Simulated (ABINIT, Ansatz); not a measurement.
# CsCaBr3 (Pm-3m): G0W0 on several meshes in ABINIT, part 2 of 2

How does the mesh move the gap of CsCaBr3 (Pm-3m)?

ABINIT 10.8.3; LDA and many-body steps on it, plane waves. Known limits of the many-body steps: not at the basis limit; no spin-orbit coupling; coarse k mesh.

So far. Step 4 (2×2×2): The gap on the mesh goes from 4.08 eV to 6.33 eV, a correction of +2.25 eV. Step 5 (Empty states on the mesh, 4×4×4 mesh, 270 bands): On this mesh the gap is 4.079 eV.

### 7. 4×4×4

This step: G0W0 on LDA, plane waves, norm-conserving pseudopotentials.

File run.abi:

```
acell 3*1.0 Angstrom
rprim 
  5.708665730000 0.000000000000 0.000000000000
  0.000000000000 5.708665730000 0.000000000000
  0.000000000000 0.000000000000 5.708665730000
ntypat 3
znucl 55 20 35
natom 5
typat 1 2 3 3 3
xred 
  0.000000000000 0.000000000000 0.000000000000
  0.500000000000 0.500000000000 0.500000000000
  0.500000000000 0.000000000000 0.500000000000
  0.000000000000 0.500000000000 0.500000000000
  0.500000000000 0.500000000000 0.000000000000
pp_dirpath "pseudos"
pseudos "Cs.upf, Ca.upf, Br.upf"
ecut 30
ngkpt 4 4 4
nshiftk 1
shiftk 0 0 0
kptopt 1
chksymbreak 0
istwfk *1
occopt 1
irdwfk 1
optdriver 4
nband 246
gwcalctyp 0
ecutsigx 30
symsigma 1
nkptgw 2
kptgw 
  0.5000000000 0.5000000000 0.5000000000
  0.0000000000 0.0000000000 0.0000000000
bdgw 
  18 23
  18 24
ecuteps 5.2
irdscr 1
ppmodel 1
indata_prefix "in"
outdata_prefix "out"
tmpdata_prefix "tmp"
```

Command:

```sh
OMP_NUM_THREADS=1 mpirun -n 4 abinit run.abi > log
```

Numbers of over 12 decimals in the logs are rounded to 6 here.

Output:

```text
.Version 10.8.3 of ABINIT. v10.8.2 released Aug 2026.

 Symmetries : space group Pm -3 m (#221); Bravais cP (primitive cubic)
[... echo of the input left out ...]
== DATASET  1 ==================================================================
-   mpi_nproc: 4, omp_nthreads: 1 (-1 if OMP is not activated)

--- !DatasetInfo
iteration_state: {dtset: 1, }
dimensions: {natom: 5, nkpt: 10, mband: 246, nsppol: 1, nspinor: 1, nspden: 1, mpw: 9952, }
cutoff_energies: {ecut:  30.0, pawecutdg:  -1.0, }
electrons: {nelect:   4.00000000E+01, charge:   0.00000000E+00, occopt:   1.00000000E+00, tsmear:   1.00000000E-02, }

 SIGMA: Calculation of the GW corrections

 Based on a program developped by R.W. Godby, V. Olevano, G. Onida, and L. Reining.
 Incorporated in ABINIT by V. Olevano, G.-M. Rignanese, and M. Torrent.
.Using double precision arithmetic ; gwpc =  8

[... cell and pseudopotentials left out ...]
--------------------------------------------------------------------------------

 ==== K-mesh for the wavefunctions ====
 Number of points in the irreducible wedge :    10
[... list of points left out ...]
 Together with 48 symmetry operations and time-reversal symmetry
 yields    64 points in the full Brillouin Zone.

 ==== Q-mesh for screening function ====
 Number of points in the irreducible wedge :    10
[... list of points left out ...]
 Together with 48 symmetry operations and time-reversal symmetry
 yields    64 points in the full Brillouin Zone.

 vcoul_init : cutoff-mode = AUXILIARY_FUNCTION
 q-points for optical limit:   1
     1)      0.000010    0.000020    0.000030
 setmesh: FFT mesh size selected  =    54x   54x   54
          total number of points  =       157464

 Number of electrons calculated from density =   40.0000; Expected =   40.0000
[...]
number of omega for Sigma on real axis              0
 max omega for Sigma on real axis  [eV]           0.00
 zcut for avoiding poles [eV]                     0.10

 EPSILON^-1 parameters (SCR file):
 dimension of the eps^-1 matrix on file            739
 dimension of the eps^-1 matrix used               739
 number of plane-waves for wavefunctions          9795
 number of bands                                   246
 number of q-points in IBZ                          10
 number of frequencies                               2
 number of real frequencies                          1
 number of imag frequencies                          1

 matrix elements of self-energy operator (all in [eV])

 Perturbative Calculation

--- !SelfEnergy_ee
iteration_state: {dtset: 1, }
kpoint     : [   0.500,    0.500,    0.500, ]
spin       : 1
KS_gap     :    5.719
QP_gap     :    8.182
Delta_QP_KS:    2.463
data: !SigmaeeData |
     Band     E0 <VxcDFT>   SigX SigC(E0)      Z dSigC/dE  Sig(E)    E-E0       E
       18   0.587 -12.790 -16.579   2.063   0.801  -0.249 -14.172  -1.382  -0.795
       19   0.587 -12.790 -16.579   2.063   0.801  -0.249 -14.172  -1.382  -0.795
       20   0.587 -12.790 -16.579   2.063   0.801  -0.249 -14.172  -1.382  -0.795
[...]
--- !SelfEnergy_ee
iteration_state: {dtset: 1, }
kpoint     : [   0.000,    0.000,    0.000, ]
spin       : 1
KS_gap     :    4.332
QP_gap     :    6.669
Delta_QP_KS:    2.337
data: !SigmaeeData |
     Band     E0 <VxcDFT>   SigX SigC(E0)      Z dSigC/dE  Sig(E)    E-E0       E
[...]
23   5.101 -11.214  -5.497  -3.539   0.825  -0.212  -9.418   1.797   6.898
       24   5.101 -11.214  -5.497  -3.539   0.825  -0.212  -9.418   1.797   6.898

== END DATASET(S) ==============================================================
================================================================================

 -outvars: echo values of variables after computation  --------
           etotal      0.0000000000E+00
            nband         246
             nkpt          10
          spgroup         221
 [... the other variables as echoed above ...]

 Calculation completed.
```

The job ended after 3.5 min (4 MPI ranks of Arm Neoverse V1, shared host; peak memory 4.7 GiB; 14 min of CPU time).

Numbers from this step:

```yaml
g0w0_gap_on_the_points_computed: 6.431 eV
starting_gap_on_the_mesh: 4.079 eV
k_of_the_valence_top: 0.5, 0.5, 0.5
k_of_the_conduction_bottom: 0, 0, 0
z_at_the_valence_top: 0.801
z_at_the_conduction_bottom: 0.851
least_direct_g0w0_gap_on_the_computed_points: 6.669 eV
```

Against G0W0 in ABINIT (2×2×2 mesh, 246 bands, screening to 141.5 eV, Godby-Needs plasmon pole), the gap moves by +0.103 eV.

### 8. The runs together

Times are wall times on 4 MPI ranks of Arm Neoverse V1, shared host, good to a factor of about two. A run's time includes the screening step that it read.

| run | mesh | bands | screening cutoff (eV) | DFT gap (eV) | gap on the mesh (eV) | direct (eV) | ε∞ used | time |
| --- | --- | --- | --- | --- | --- | --- | --- | --- |
| 2×2×2 | 2×2×2 | 246 | 141.5 | 4.079 | 6.328 | 6.582 | 3.20 | 3 min |
| 4×4×4 | 4×4×4 | 246 | 141.5 | 4.079 | 6.431 | 6.669 | 2.95 | 18 min |

### 9. Summary of results

```yaml
2x2x2: 6.328 eV
4x4x4: 6.431 eV
known_limits: not at the basis limit; no spin-orbit coupling; coarse k mesh
```

**Reading.** 4×4×4: +0.103 eV against 2×2×2. Bands and cutoff are finite, so the gap is not at the basis limit. The miss can reach some tenths of an eV and take either sign; the mesh is an error of its own. In the G0W0 runs levels were corrected at 2 k points alone, so a gap called «on the mesh» is the least over those, and an edge elsewhere would be missed. The 2×2×2 mesh is coarse for this cell, which bears on the long-range parts of exchange and screening. This is the ideal cubic cell; many perovskites, halides above all, are cubic only on average, and local tilts or off-centring can widen the gap. The many-body steps are scalar-relativistic: spin-orbit coupling is not in them.

[Paths, hosts, dates, memory and timing lines, banners, echoed tables and standing remarks are left out of the program output.]

[Logs are printed without paths, hosts, clocks, repeated set-up lines and the standing remarks that a program may print on its own settings, such as how far it seeks lower states.]

[Runs of the session that timed out or met a known fault of the program may be left out.]

[Hosts, paths, dates, database ids (printed as entryN), source tags and the programs' standing remarks are cut or masked in the printed files.]

[G0W0 gaps are taken among the corrected bands and points alone; a level outside them can change the order at an edge.]

[Where Ansatz stands beside ABINIT at settings called matched, ABINIT's density can come from a denser mesh and the files from another edition; pairs whose starting gaps differed by over 0.03 eV were left out, so agreement reads better than it is.]
